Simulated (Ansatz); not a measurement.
# AlNi (Pm-3m): modes against biaxial strain in the (111) plane, part 2 of 2

Wanted: the shifts of the zone-centre modes of AlNi (Pm-3m) with strain.

Ansatz 0.2.0; DFT LDA, scalar-relativistic, plane waves, PAW; PAW set soft_1.

So far, highest optical mode at the zone centre (no LO-TO term) (cm⁻¹): step 5 (modes at rest) 307.

The database entry behind the starting cell differs from later determinations by our own check (about 0.2 % short), so it need not match the best structure at ambient conditions.

**6. A member of the series: biaxial strain of +4 % in the (111) plane**

The cell takes a biaxial strain of +4 % in the (111) plane. The strained lengths are held, while the rest of the cell and the atoms relax.

input.yaml

```yaml
crystal:
  lattice:
    - [2.8942293556, -0.0509639301, -0.0509639301]
    - [-0.0509639301, 2.8942293556, -0.0509639301]
    - [-0.0509639301, -0.0509639301, 2.8942293556]
  atoms:
    - { symbol: Al, position: [0.0, 0.0, 0.0] }
    - { symbol: Ni, position: [0.5, 0.5, 0.5] }
  conventional_axes: [[1, -1, 0], [0, 1, -1], [1, 1, 1]]
kpoints:
  mp_grid: { grid: [16, 16, 16] }
hamiltonian:
  xc: lda
  pseudopotentials: { kind: paw, azcp: { folder: soft_1 }, xc_functional: pbe }
scf:
  occupations: { method: methfessel_paxton, width: 0.2 }
output:
  forces: true
  stress: true
  eigenvalues: true
relax:
  adjacent_minimum: "off"
  f_tol: 0.001
  max_steps: 60
  cell: { stress_tol: 0.01, fix: [a, b, gamma] }
```

Launch:

```
ansatz run input.yaml --threads 4 --pin off --max-ram 10240MiB --backend cpu --events-out ev --progress --plain --runs-dir out
```

Numbers of over 12 decimals in the logs are rounded to 6 here.

Log:

```text
[...]
Crystal: 2 atoms, lattice volume = 24.221 Å³
Basis set: ecut = 420 eV, 461 PW (Γ)
Bands: 15, of which v1, the nominal top of the filled ones, is band 11 counted from 1 (10 counted from 0)
Symmetry: 12 space group operations
[...]
k-points: 417 of 4096
[...]
k-point 416: bands = [... 7 lower, 12.3938, 12.3938, 15.1404, 15.1404, 15.5638, 17.2635, 17.6485, 17.6485]
--- Relaxed structure (4 steps of the walk, 4 accepted, 1 SCFs on fresh bases) ---
[...]
cell:  # Å, volume = 24.1291 Å³
    - [2.890702, -0.054491, -0.054491]
    - [-0.054491, 2.890702, -0.054491]
    - [-0.054491, -0.054491, 2.890702]
  atoms:
    - { symbol: Al, position: [0, 0, 0] }
    - { symbol: Ni, position: [0.5, 0.5, 0.5] }
[key lines of the parts left out:]
SCF converged after 4 iterations
Free energy (F): -6287.590427 eV
Fermi energy:    13.377297 eV
P = ⅓ Tr σ = -9.2505 GPa (-92.505 kbar)
```

Wall time 8 s (4 threads of Arm Neoverse V2, shared host); peak memory 0.44 GiB; 30 s of CPU time.

The steps of the relaxation:

| step | energy less that of the first step (eV) | largest force component (eV/Å) | pressure (GPa) | volume (Å³) |
| --- | --- | --- | --- | --- |
| 1 | 0.0000 | 0.0000 | -9.87 | 24.22 |
| 2 | -0.0003 | 0.0000 | -9.57 | 24.18 |
| 3 | -0.0004 | 0.0000 | -9.24 | 24.13 |
| 4 | -0.0004 | 0.0000 | -9.25 | 24.13 |
| 5* | -0.0004 | 0.0000 | -9.25 | 24.13 |

Relaxation steps marked * repeat the geometry before them on a plane-wave basis chosen anew for their cell, so energy and pressure can jump there.

The run keeps the 12 symmetry operations that it works with, so distortions that break them were not tested.

| conventional cell, symmetrised | before | after | change |
| --- | --- | --- | --- |
| a (Å) | 4.165 | 4.165 | -0.0 % |
| b (Å) | 4.165 | 4.165 | -0.0 % |
| c (Å) | 4.836 | 4.818 | -0.4 % |
| volume (Å³/atom) | 12.11 | 12.06 | -0.4 % |

The relaxed structure:

```
Al Ni
1.0
     2.89070   -0.05449   -0.05449
    -0.05449    2.89070   -0.05449
    -0.05449   -0.05449    2.89070
Al Ni
1 1
Cartesian
  0.0000 0.0000 0.0000
  1.3909 1.3909 1.3909
```

Numbers from this step:

* pressure: -9.251 GPa
* volume per atom: 12.06 Å³

The forces vanish by symmetry.

The cell shrank by 0.4 % in volume.

**7. Zone-centre modes of the member: biaxial strain of +4 % in the (111) plane**

The zone-centre modes follow for biaxial strain of +4 % in the (111) plane.

input.yaml, the sections that differ from step 6:

```yaml
crystal:
  lattice:
    - [2.8907020737, -0.054491212, -0.054491212]
    - [-0.054491212, 2.8907020737, -0.054491212]
    - [-0.054491212, -0.054491212, 2.8907020737]
  atoms:
    - { symbol: Al, position: [0.0, 0.0, 0.0] }
    - { symbol: Ni, position: [0.5, 0.5, 0.5] }
output:
  eigenvalues: true
phonons:
  method: dfpt
# kpoints, hamiltonian, scf: as in step 6
# relax: removed
```

Log:

```text
[...]
Crystal: 2 atoms, lattice volume = 24.129 Å³
Basis set: ecut = 420 eV, 461 PW (Γ), exchange–correlation on 40×40×40 points (8 copies of the dense FFT grid, shifted against one another)
Bands: 15, of which v1, the nominal top of the filled ones, is band 11 counted from 1 (10 counted from 0)
Symmetry: 12 space group operations
k-points: 1098 of 4096 (irreducible under 2 space group operations, time reversal used)
[...]
SCF iter   1: F=—  HF=-6288.029346 eV  |F-HF|=—  |Δ(HF+E_count)|=         —  Δρ=8.66e-2  dr2=1.83e0  ethr=3.10e-3  ⟨swp⟩=4.0  Hψ=72949  notcnv=0
[...]
SCF iter   9: F=-6287.590427 eV  HF=-6287.590427 eV  |F-HF|=4.55e-12  |Δ(HF+E_count)|=  3.37e-11  S|Δr|=    0.00e0  Δρ=8.51e-8  dr2=1.51e-12  ethr=1.00e-12  ⟨swp⟩=7.0  Hψ=72721  notcnv=0
SCF 1 converged in 9 iterations: F = -6287.590427 eV  dr2 = 1.51e-12
[...]
SCF converged after 9 iterations
[...]
Free energy (F): -6287.590427 eV
[...]
Internal energy: -6287.591838 eV  (E = F + TS)
E sigma→0 (E₀):  -6287.590779 eV
Entropy (-TS):   0.001411 eV (0.706 meV/atom)
Fermi energy:    13.377296 eV
[...]
--- Band table (eV; the first three rows and the last of 1098) ---
  k-point 0: bands = [... 7 lower, 11.7297, 11.8864, 11.8864, 18.5484, 18.9559, 18.9559, 21.5675, 21.5675]
  k-point 1: bands = [... 7 lower, 11.7078, 11.8567, 11.8794, 18.0142, 18.8179, 19.0458, 21.5734, 22.2554]
  k-point 2: bands = [... 7 lower, 11.6356, 11.7746, 11.8725, 16.6799, 19.0660, 19.3084, 21.5918, 23.3397]
  k-point 1097: bands = [... 7 lower, 12.3938, 12.3938, 15.1404, 15.1404, 15.5638, 17.2635, 17.6485, 17.6485]
[...]
ASR residual: 3.651e-5 → 0.000e0 eV/Å²; symmetrization residual: 1.457e-6 eV/Å²
  ASR residual per site (eV/Å²): 3.65e-5 2.76e-5
  Γ frequencies (cm⁻¹): 0.00 0.00 0.00 241.75 241.75 326.57
[...]
```

Elapsed: 19 s, on 4 threads; peak memory 1.3 GiB; 70 s of CPU time.

Numbers from this step:

- sum-rule residual before enforcement: 3.65e-5 eV/Å²
- point group: -3m
- highest optical mode at the zone centre (no LO-TO term): 326.6 cm⁻¹
- lowest optical zone-centre mode: 241.8 cm⁻¹

Patterns of degenerate modes are one choice out of their space. The modes at Γ (shares of kinetic energy by element, %):

| mode | frequency (cm⁻¹) | symmetry | Al % | Ni % |
| --- | --- | --- | --- | --- |
| 1 | 0.0 | acoustic | 31 | 69 |
| 2 | 0.0 | acoustic | 31 | 69 |
| 3 | 0.0 | acoustic | 31 | 69 |
| 4 | 241.8 | Eu | 69 | 31 |
| 5 | 241.8 | Eu | 69 | 31 |
| 6 | 326.6 | A2u | 69 | 31 |

Displacements in mode 4 (241.8 cm⁻¹), the largest set to 1:
```
Al1  0.00  1.00 -1.00
Ni2  0.00 -0.46  0.46
```

Displacements in mode 6 (326.6 cm⁻¹), the largest set to 1:
```
Al1  1.00  1.00  1.00
Ni2 -0.46 -0.46 -0.46
```

The lowest optical mode is real, 242 cm⁻¹, and the highest lies at 326.6 cm⁻¹.

For the highest optical mode at the zone centre (no LO-TO term), step 5 gave 307 cm⁻¹; this run, with strain 4 %, gives 327 cm⁻¹ (+6 %).

**8. A member of the series: biaxial strain of -4 % in the (111) plane**

The cell takes a biaxial strain of -4 % in the (111) plane. The strained lengths are held, while the rest of the cell and the atoms relax.

input.yaml, the sections that differ from step 7:

```yaml
crystal:
  lattice:
    - [2.774378735, 0.0557387789, 0.0557387789]
    - [0.0557387789, 2.774378735, 0.0557387789]
    - [0.0557387789, 0.0557387789, 2.774378735]
  atoms:
    - { symbol: Al, position: [0.0, 0.0, 0.0] }
    - { symbol: Ni, position: [0.5, 0.5, 0.5] }
  conventional_axes: [[1, -1, 0], [0, 1, -1], [1, 1, 1]]
output:
  forces: true
  stress: true
  eigenvalues: true
relax:
  adjacent_minimum: "off"
  f_tol: 0.001
  max_steps: 60
  cell: { stress_tol: 0.01, fix: [a, b, gamma] }
# kpoints, hamiltonian, scf: as in step 7
# phonons: removed
```

Log:

```text
[...]
Crystal: 2 atoms, lattice volume = 21.329 Å³
Basis set: ecut = 420 eV, 419 PW (Γ)
Bands: 15, of which v1, the nominal top of the filled ones, is band 11 counted from 1 (10 counted from 0)
Symmetry: 12 space group operations
[...]
k-points: 417 of 4096
[...]
k-point 416: bands = [... 7 lower, 14.2807, 14.2807, 16.5017, 17.6827, 17.6827, 19.7228, 20.2154, 20.7233]
--- Relaxed structure (5 steps of the walk, 5 accepted, 2 SCFs on fresh bases) ---
[...]
cell:  # Å, volume = 21.4963 Å³
    - [2.781908, 0.063269, 0.063269]
    - [0.063269, 2.781908, 0.063269]
    - [0.063269, 0.063269, 2.781908]
  atoms:
    - { symbol: Al, position: [0, 0, 0] }
    - { symbol: Ni, position: [0.500000, 0.500000, 0.5] }
[key lines of the parts left out:]
SCF converged after 4 iterations
Free energy (F): -6287.573928 eV
Fermi energy:    15.422673 eV
P = ⅓ Tr σ = 12.4783 GPa (124.783 kbar)
```

Run time: 10 s. Hardware: 4 threads; peak memory 0.43 GiB.

Relaxation path:

| step | energy less that of the first step (eV) | largest force component (eV/Å) | pressure (GPa) | volume (Å³) |
| --- | --- | --- | --- | --- |
| 1 | 0.0000 | 0.0000 | 14.15 | 21.33 |
| 2 | -0.0009 | 0.0000 | 13.39 | 21.40 |
| 3 | -0.0013 | 0.0000 | 12.51 | 21.49 |
| 4 | -0.0013 | 0.0000 | 12.48 | 21.50 |
| 5* | -0.0014 | 0.0000 | 12.49 | 21.50 |
| 6 | -0.0014 | 0.0000 | 12.48 | 21.50 |
| 7* | -0.0014 | 0.0000 | 12.48 | 21.50 |

Relaxation steps marked * repeat the geometry before them on a plane-wave basis chosen anew for their cell, so energy and pressure can jump there.

Forces are held to the 12 operations that the run works with; a distortion that breaks them can't arise in this run.

| conventional cell, symmetrised | before | after | change |
| --- | --- | --- | --- |
| a (Å) | 3.845 | 3.845 | +0.0 % |
| b (Å) | 3.845 | 3.845 | +0.0 % |
| c (Å) | 4.998 | 5.038 | +0.8 % |
| volume (Å³/atom) | 10.66 | 10.75 | +0.8 % |

Final coordinates:

```
Al Ni
1.0
     2.78191    0.06327    0.06327
     0.06327    2.78191    0.06327
     0.06327    0.06327    2.78191
Al Ni
1 1
Direct
  0.00000 0.00000 0.00000
  0.50000 0.50000 0.50000
```

This step gave:

- pressure: 12.48 GPa
- volume per atom: 10.75 Å³

The forces vanish by symmetry.

**9. Zone-centre modes of the member: biaxial strain of -4 % in the (111) plane**

The zone-centre modes follow for biaxial strain of -4 % in the (111) plane.

input.yaml, the sections that differ from step 8:

```yaml
crystal:
  lattice:
    - [2.781908489, 0.0632685329, 0.0632685329]
    - [0.0632685329, 2.781908489, 0.0632685329]
    - [0.0632685329, 0.0632685329, 2.781908489]
  atoms:
    - { symbol: Al, position: [0.0, 0.0, 0.0] }
    - { symbol: Ni, position: [0.5, 0.5, 0.5] }
output:
  eigenvalues: true
phonons:
  method: dfpt
# kpoints, hamiltonian, scf: as in step 8
# relax: removed
```

Log:

```text
[...]
Crystal: 2 atoms, lattice volume = 21.496 Å³
Basis set: ecut = 420 eV, 431 PW (Γ), exchange–correlation on 40×40×40 points (8 copies of the dense FFT grid, shifted against one another)
Bands: 15, of which v1, the nominal top of the filled ones, is band 11 counted from 1 (10 counted from 0)
Symmetry: 12 space group operations
k-points: 1098 of 4096 (irreducible under 2 space group operations, time reversal used)
[...]
k-point 2: bands = [... 7 lower, 13.4152, 13.4972, 13.6897, 19.0743, 21.6393, 21.9215, 23.9954, 26.0323]
  k-point 1097: bands = [... 7 lower, 14.2807, 14.2807, 16.5017, 17.6827, 17.6827, 19.7228, 20.2154, 20.7233]
[...]
ASR residual: 2.097e-5 → 0.000e0 eV/Å²; symmetrization residual: 3.833e-7 eV/Å²
  ASR residual per site (eV/Å²): 4.07e-6 2.10e-5
  Γ frequencies (cm⁻¹): 0.00 0.00 0.00 281.44 372.40 372.40
[...]
[key lines of the parts left out:]
SCF converged after 9 iterations
Free energy (F): -6287.573928 eV
Fermi energy:    15.422673 eV
```

Wall time 18 s (4 threads); peak memory 1.3 GiB; 66 s of CPU time.

This step gave:

- sum-rule residual before enforcement: 2.10e-5 eV/Å²
- highest optical mode at the zone centre (no LO-TO term): 372.4 cm⁻¹
- lowest optical zone-centre mode: 281.4 cm⁻¹

Patterns of degenerate modes are one choice out of their space. Modes at Γ, with each element's share of the kinetic energy:

| mode | frequency (cm⁻¹) | symmetry | Al % | Ni % |
| --- | --- | --- | --- | --- |
| 1 | 0.0 | acoustic | 31 | 69 |
| 2 | 0.0 | acoustic | 31 | 69 |
| 3 | 0.0 | acoustic | 31 | 69 |
| 4 | 281.4 | A2u | 69 | 31 |
| 5 | 372.4 | Eu | 69 | 31 |
| 6 | 372.4 | Eu | 69 | 31 |

Displacements in mode 4 (281.4 cm⁻¹), the largest set to 1:
```
Al1  1.00  1.00  1.00
Ni2 -0.46 -0.46 -0.46
```

Displacements in mode 6 (372.4 cm⁻¹), the largest set to 1:
```
Al1 -0.06 -0.94  1.00
Ni2  0.03  0.43 -0.46
```

The lowest optical mode is real, 281 cm⁻¹, and the highest lies at 372.4 cm⁻¹.

For the highest optical mode at the zone centre (no LO-TO term), step 5 gave 307 cm⁻¹; this run, with strain -4 %, gives 372 cm⁻¹ (+21 %).

**10. All members side by side**

The members are set side by side, also those not shown above.

Stress is positive in compression; energies are extrapolated to zero smearing, and E0 is that at rest; the edges not held and the atoms are relaxed in each cell; all runs use 16×16×16 k points and Methfessel-Paxton smearing of 0.2 eV. State of the crystal along the series:

| strain (%) | in-plane stress (GPa) | free strain along [111] (%) | E - E0 (meV/atom) |
| --- | --- | --- | --- |
| -4 | 18.72 | 2.702 | 50.25 |
| -3 | 13.62 | 1.905 | 27.64 |
| -2 | 8.761 | 1.205 | 11.99 |
| -1 | 4.213 | 0.5742 | 2.93 |
| 0 | 0.001143 | 0 | 0 |
| 1 | -3.896 | -0.5197 | 2.797 |
| 2 | -7.503 | -0.9855 | 10.95 |
| 3 | -10.84 | -1.399 | 24.14 |
| 4 | -13.88 | -1.772 | 42 |

Optical modes are counted from below at rest and tracked from member to member by their patterns, and modes that stay within 0.3 cm⁻¹ of each other stand once; labels, where given, are those at rest; the edges not held and the atoms are relaxed in each cell; all runs use 16×16×16 k points and Methfessel-Paxton smearing of 0.2 eV. Optical modes along the series:

| strain (%) | optical mode 1 T1u, doublet (cm⁻¹) | optical mode 2 T1u, singlet (cm⁻¹) |
| --- | --- | --- |
| -4 | 372.4 | 281.4 |
| -3 | 356.3 | 288.6 |
| -2 | 340 | 295.1 |
| -1 | 323.6 | 301.3 |
| 0 | 307.3 | 307.3 |
| 1 | 290.9 | 312.9 |
| 2 | 274.5 | 318 |
| 3 | 258.2 | 322.5 |
| 4 | 241.8 | 326.6 |

Value and slope at zero strain of a cubic (a lower polynomial where under five rows exist) through the rows within 2 % of rest. Slopes at rest:

| mode | frequency (cm⁻¹) | shift per percent of strain (cm⁻¹) | shift per GPa of compressive stress (cm⁻¹) |
| --- | --- | --- | --- |
| optical mode 1 T1u, doublet | 307.3 | -16.37 | 4.04 |
| optical mode 2 T1u, singlet | 307.3 | 5.81 | -1.43 |

**11. Outcome**

```yaml
members: 9
highest_optical_mode_at_the_zone_centre_no_lo_to_term_at_rest: 307.3 cm⁻¹
biaxial_modulus_in_the_111_plane: 405 GPa
optical_mode_1_t1u_doublet_shift_per_percent: -16.37 cm⁻¹
optical_mode_2_t1u_singlet_shift_per_percent: 5.81 cm⁻¹
```

**Reading.** The stress changes by 4.05 GPa for each percent, a biaxial modulus of 405 GPa in the (111) plane. For each percent the free edge responds with -0.55 %. The strain lowers the symmetry: the level at 307.3 cm⁻¹ splits, into 372.4 and 281.4 cm⁻¹ at -4 %. The fastest shift in the table of slopes is -16.4 cm⁻¹ for each percent (optical mode 1 T1u, doublet), or 4.0 cm⁻¹ for each GPa of compressive stress. For small strain, the measured shift of a line that Raman or infrared light can see, divided by its slope, estimates the stress, if the state of stress is of this kind. These are harmonic frequencies at zero temperature: anharmonic shifts, linewidths and thermal expansion are left out. With no gap, or one that is small against the smearing, the frequencies hang on the k mesh and the smearing, most of all near Kohn anomalies. The runs are without spin polarisation, although the cell has an odd electron count. The PAW files were made for PBE; the program adapts parts of them to the functional of the run, but their partial waves stay those of PBE, an approximation that was not tested in this session. Only the zone centre was solved, so an instability at another wavevector cannot show here.

[Logs are printed without paths, hosts, clocks, repeated set-up lines and the standing remarks that a program may print on its own settings, such as how far it seeks lower states.]

[Hosts, paths, dates, database ids (printed as entryN), source tags and the programs' standing remarks are cut or masked in the printed files.]
